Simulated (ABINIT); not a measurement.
# NaHF2 (R-3m): a self-consistent loop beyond G0W0, cycle by cycle, part 3 of 3

How far does self-consistency move the gap of NaHF2 (R-3m)?

ABINIT 10.8.3; PBEsol and many-body steps on it, plane waves. Known limits of the many-body steps: not at the basis limit.

So far. Step 10 (evGW, cycle 1): Against G0W0 in ABINIT (4×4×4 mesh, 43 bands, screening to 106.1 eV, Godby-Needs plasmon pole), the gap moves by +1.411 eV. Step 13 (evGW, cycle 2): Against the cycle before, the gap moves by +0.097 eV.

## 14. Screening, 4×4×4 mesh, 43 bands, screening to 106.1 eV

This step: RPA screening on PBEsol, plane waves, norm-conserving pseudopotentials.

run.abi

```
acell 3*1.0 Angstrom
rprim 
  1.737000000015 1.002857417591 4.583333333300
  -1.737000000015 1.002857417591 4.583333333300
  -0.000000000000 -2.005714835182 4.583333333300
ntypat 3
znucl 11 1 9
natom 4
typat 1 2 3 3
xred 
  0.000000000000 0.000000000000 0.000000000000
  0.500000000000 0.500000000000 0.500000000000
  0.417600000000 0.417600000000 0.417600000000
  0.582400000000 0.582400000000 0.582400000000
pp_dirpath "pseudos"
pseudos "Na.upf, H.upf, F.upf"
ecut 38
ngkpt 4 4 4
nshiftk 1
shiftk 0 0 0
kptopt 1
chksymbreak 0
istwfk *1
occopt 1
irdwfk 1
optdriver 3
nband 43
ecuteps 3.9
inclvkb 2
awtr 1
symchi 1
gwcalctyp 10
mbpt_sciss 6.441 eV
nqptdm 1
qptdm 
  0 0 0
indata_prefix "in"
outdata_prefix "out"
tmpdata_prefix "tmp"
```

Started as:

```console
OMP_NUM_THREADS=1 mpirun -n 4 abinit run.abi > log
```

Numbers of over 12 decimals in the logs are rounded to 6 here.

What it wrote:

```text
.Version 10.8.3 of ABINIT. v10.8.2 released Aug 2026.

 Symmetries : space group R-3 m (#166); Bravais hR (rhombohedral)
[... echo of the input left out ...]
== DATASET  1 ==================================================================
-   mpi_nproc: 4, omp_nthreads: 1 (-1 if OMP is not activated)

--- !DatasetInfo
iteration_state: {dtset: 1, }
dimensions: {natom: 4, nkpt: 13, mband: 43, nsppol: 1, nspinor: 1, nspden: 1, mpw: 3640, }
cutoff_energies: {ecut:  38.0, pawecutdg:  -1.0, }
[...]
[... chi0 elements left out ...]
 For q-point:  0.000010 0.000020 0.000030
  dielectric constant =   1.4773
  dielectric constant without local fields =   1.5218

  Average fulfillment of the sum rule on Im[epsilon] for q-point    1 :     34.09  [%]
[... wings left out ...]
== END DATASET(S) ==============================================================
================================================================================

 -outvars: echo values of variables after computation  --------
           etotal      0.0000000000E+00
            nband          43
             nkpt          13
          spgroup         166
 [... the other variables as echoed above ...]

 Calculation completed.
```

It took 5.1 s on 4 MPI ranks of Arm Neoverse V1, shared host; peak memory 0.67 GiB.

Numbers from this step:

```
ε∞ with local fields, on this mesh, along the program's q direction : 1.477
the same without local fields                                       : 1.522
plasma frequency                                                    : 26.28 eV
plane waves in the screening matrix                                 : 109
```

This screening uses the functional's bands under a rigid shift, the mean opening of the cycle before.

## 15. Screening, 4×4×4 mesh, 43 bands, screening to 106.1 eV

This step: RPA screening on PBEsol from quasiparticle energies, plane waves, norm-conserving pseudopotentials.

Changes to run.abi since step 14:

```diff
@@ -31,7 +31,18 @@
 symchi 1
+irdqps 1
 gwcalctyp 10
-mbpt_sciss 6.441 eV
-nqptdm 1
+nqptdm 12
 qptdm 
-  0 0 0
+  0.2500000000 0.0000000000 0.0000000000
+  0.5000000000 0.0000000000 0.0000000000
+  0.2500000000 0.2500000000 0.0000000000
+  0.5000000000 0.2500000000 0.0000000000
+  -0.2500000000 0.2500000000 0.0000000000
+  0.5000000000 0.5000000000 0.0000000000
+  0.2500000000 0.2500000000 0.2500000000
+  0.5000000000 0.2500000000 0.2500000000
+  -0.2500000000 0.2500000000 0.2500000000
+  0.5000000000 0.5000000000 0.2500000000
+  -0.2500000000 0.5000000000 0.2500000000
+  0.5000000000 0.5000000000 0.5000000000
 indata_prefix "in"
```

mrgscr.stdin

```
2
merged
q0_SCR
out_SCR
1
```

Started as:

```console
OMP_NUM_THREADS=1 mpirun -n 4 abinit run.abi > log; mrgscr < mrgscr.stdin
```

What it wrote:

```text
.Version 10.8.3 of ABINIT. v10.8.2 released Aug 2026.

 Symmetries : space group R-3 m (#166); Bravais hR (rhombohedral)
[... echo of the input left out ...]
== DATASET  1 ==================================================================
-   mpi_nproc: 4, omp_nthreads: 1 (-1 if OMP is not activated)

--- !DatasetInfo
iteration_state: {dtset: 1, }
dimensions: {natom: 4, nkpt: 13, mband: 43, nsppol: 1, nspinor: 1, nspden: 1, mpw: 3640, }
cutoff_energies: {ecut:  38.0, pawecutdg:  -1.0, }
[...]
q-point number  1        q = ( 0.250000, 0.000000, 0.000000) [r.l.u.]
--------------------------------------------------------------------------------
[... chi0 elements left out ...]
  Average fulfillment of the sum rule on Im[epsilon] for q-point    2 :     44.45  [%]

--------------------------------------------------------------------------------
  q-point number  2        q = ( 0.500000, 0.000000, 0.000000) [r.l.u.]
--------------------------------------------------------------------------------
[... chi0 elements left out ...]
  Average fulfillment of the sum rule on Im[epsilon] for q-point    3 :     37.79  [%]

 [... 10 further q-points ...]
```

Wall time 33 s (4 MPI ranks); peak memory 1.1 GiB.

Numbers from this step:

```yaml
plasma_frequency: 26.28 eV
plane_waves_in_the_screening_matrix: 109
```

This screening reads the quasiparticle levels of the cycle before.

## 16. evGW, cycle 3

This step: evGW on PBEsol, plane waves, norm-conserving pseudopotentials.

Changes to run.abi since step 15:

```diff
@@ -25,12 +25,10 @@
 irdwfk 1
-optdriver 3
+optdriver 4
 nband 43
-ecuteps 3.9
-inclvkb 2
-awtr 1
-symchi 1
-irdqps 1
 gwcalctyp 10
-nqptdm 12
-qptdm 
+ecutsigx 38
+symsigma 1
+nkptgw 13
+kptgw 
+  0.0000000000 0.0000000000 0.0000000000
   0.2500000000 0.0000000000 0.0000000000
@@ -47,2 +45,20 @@
   0.5000000000 0.5000000000 0.5000000000
+bdgw 
+  7 18
+  7 18
+  7 18
+  7 18
+  7 18
+  7 18
+  7 18
+  7 18
+  7 18
+  7 18
+  7 18
+  7 18
+  7 18
+ecuteps 3.9
+irdscr 1
+ppmodel 1
+irdqps 1
 indata_prefix "in"
```

Started as:

```console
OMP_NUM_THREADS=1 mpirun -n 4 abinit run.abi > log
```

What it wrote:

```text
.Version 10.8.3 of ABINIT. v10.8.2 released Aug 2026.

 Symmetries : space group R-3 m (#166); Bravais hR (rhombohedral)
[... echo of the input left out ...]
== DATASET  1 ==================================================================
-   mpi_nproc: 4, omp_nthreads: 1 (-1 if OMP is not activated)

--- !DatasetInfo
iteration_state: {dtset: 1, }
dimensions: {natom: 4, nkpt: 13, mband: 43, nsppol: 1, nspinor: 1, nspden: 1, mpw: 3640, }
cutoff_energies: {ecut:  38.0, pawecutdg:  -1.0, }
[...]
.  kptgw no:  3; Maximum DeltaE = (   0.003  -0.000) for band index:  1
[...]
.  kptgw no: 12; Maximum DeltaE = (   0.003   0.000) for band index:  1
.  kptgw no: 13; Maximum DeltaE = (   0.003  -0.000) for band index:  1

== END DATASET(S) ==============================================================
================================================================================

 -outvars: echo values of variables after computation  --------
           etotal      0.0000000000E+00
            nband          43
             nkpt          13
          spgroup         166
 [... the other variables as echoed above ...]

 Calculation completed.
```

Elapsed: 1.8 min, on 4 MPI ranks; peak memory 2.4 GiB; 7.1 min of CPU time.

Numbers from this step:

```
quasiparticle gap on the mesh                         : 12.95 eV
gap of the density functional on the mesh             : 6.931 eV
k of the valence top                                  : 0, 0, 0
k of the conduction bottom                            : 0, 0, 0
least direct quasiparticle gap on the computed points : 12.95 eV
```

Against the cycle before, the gap moves by +0.009 eV.

## 17. Side by side

Times are wall times on 4 MPI ranks of Arm Neoverse V1, shared host, good to a factor of about two. A run's time includes the screening step that it read.

```csv
run,mesh,bands,screening cutoff (eV),DFT gap (eV),gap on the mesh (eV),direct (eV),ε∞ used,time
G0W0,4×4×4,43,106.1,6.931,11.431,11.431,1.66,41 s
"evGW0, cycle 1",4×4×4,43,106.1,6.931,12.075,12.075,1.66,2.4 min
"evGW0, cycle 2",4×4×4,43,106.1,6.931,12.033,12.033,1.66,2.4 min
"evGW0, cycle 3",4×4×4,43,106.1,6.931,12.023,12.023,1.66,2.4 min
"evGW, cycle 1",4×4×4,43,106.1,6.931,12.842,12.842,1.50,2.4 min
"evGW, cycle 2",4×4×4,43,106.1,6.931,12.939,12.939,1.48,2.4 min
"evGW, cycle 3",4×4×4,43,106.1,6.931,12.948,12.948,1.48,2.4 min
```

## 18. Results

| Property | Result |
| --- | --- |
| G0W0 | 11.431 eV |
| evGW0, cycle 1 | 12.075 eV |
| evGW0, cycle 2 | 12.033 eV |
| evGW0, cycle 3 | 12.023 eV |
| evGW, cycle 1 | 12.842 eV |
| evGW, cycle 2 | 12.939 eV |
| evGW, cycle 3 | 12.948 eV |
| known limits | not at the basis limit |

In words: Only the bands that the input lists are updated; the others, empty or deep, keep the functional's energies or take a rigid shift. The evGW loop starts from the last levels of evGW0, so its cycles and time come on top of those. evGW0 ends at 12.02 eV, +0.59 eV from G0W0, after 3 cycles that took 5.3 min beside the first screening; the last moved the gap by 0.010 eV. evGW ends at 12.95 eV, +1.52 eV from G0W0, after 3 cycles that took 7.2 min beside the first screening; the last moved the gap by 0.009 eV. The first cycle of evGW0 takes the full correction, without the factor Z, so it overshoots the one-shot value. Bands and cutoff are finite, so the gap is not at the basis limit. The miss can reach some tenths of an eV and take either sign; the mesh is an error of its own. In the updated screening the q = 0 part is built from Kohn-Sham bands under a rigid shift, the other q from the quasiparticle levels.

[Paths, hosts, dates, memory and timing lines, banners, echoed tables and standing remarks are left out of the program output.]

[Logs are printed without paths, hosts, clocks, repeated set-up lines and the standing remarks that a program may print on its own settings, such as how far it seeks lower states.]

[Runs of the session that timed out or met a known fault of the program may be left out.]

[Hosts, paths, dates, database ids (printed as entryN), source tags and the programs' standing remarks are cut or masked in the printed files.]

[G0W0 gaps are taken among the corrected bands and points alone; a level outside them can change the order at an edge.]

[Where Ansatz stands beside ABINIT at settings called matched, ABINIT's density can come from a denser mesh and the files from another edition; pairs whose starting gaps differed by over 0.03 eV were left out, so agreement reads better than it is.]
